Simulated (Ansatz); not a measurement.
An input for Ansatz 0.2.0 (ZnWO4 (P2/c)):

```yaml
crystal:
  lattice:
    - [4.6986, 0.0, 0.0]
    - [0.0, 5.7293, 0.0]
    - [-0.052988409, 0.0, 4.9364156144]
  atoms:
    - { symbol: Zn, position: [0.5, 0.684, 0.25] }
    - { symbol: Zn, position: [0.5, 0.316, 0.75] }
    - { symbol: W, position: [0.0, 0.18258, 0.25] }
    - { symbol: W, position: [0.0, 0.81742, 0.75] }
    - { symbol: O, position: [0.2169, 0.1051, 0.9363] }
    - { symbol: O, position: [0.7831, 0.1051, 0.5637] }
    - { symbol: O, position: [0.7831, 0.8949, 0.0637] }
    - { symbol: O, position: [0.2169, 0.8949, 0.4363] }
    - { symbol: O, position: [0.2565, 0.3777, 0.3996] }
    - { symbol: O, position: [0.7435, 0.3777, 0.1004] }
    - { symbol: O, position: [0.7435, 0.6223, 0.6004] }
    - { symbol: O, position: [0.2565, 0.6223, 0.8996] }
kpoints:
  mp_grid: { grid: [4, 2, 2] }
  band_path:
    path:
      - [0.0, 0.0, 0.0]
      - [0.0, 0.5, 0.0]
      - [0.0, 0.5, 0.5]
      - [0.0, 0.0, 0.5]
      - [-0.5, 0.0, 0.5]
      - [-0.5, 0.5, 0.5]
      - [-0.5, 0.5, 0.0]
      - [-0.5, 0.0, 0.0]
    npoints: 1
hamiltonian:
  xc: hf
scf:
  occupations: { method: fixed }
  n_extra_bands: 8
output:
  eigenvalues: true
```

```sh
ansatz run input.yaml --threads 3 --pin off --max-ram 92160MiB --backend cuda --events-out ev --progress --plain --runs-dir out --devices 1 --max-vram 13GiB
```

Estimate wall time and host memory on 1 × NVIDIA H100 80GB HBM3 (shared by 6 runs) with 3 threads of AMD EPYC 7R13 (Zen 3), shared host.

It took 43 s; on shared hardware allow 22 s to 87 s. Peak host memory was 1.4 GiB. The sizes that set the cost: 2605 plane waves a state, 12 irreducible k points and 28 SCF cycles.

Exact exchange couples every pair of k points and filled bands, so it costs far more than a semilocal run.

[Paths, hosts, dates, memory and timing lines, banners, echoed tables and standing remarks are left out of the program output.]

[Logs are printed without paths, hosts, clocks, repeated set-up lines and the standing remarks that a program may print on its own settings, such as how far it seeks lower states.]

[Runs of the session that timed out or met a known fault of the program may be left out.]

[Cells called generated may have been cut or substituted from an entry of the Crystallography Open Database or the Materials Project.]

[Hosts, paths, dates, database ids (printed as entryN), source tags and the programs' standing remarks are cut or masked in the printed files.]
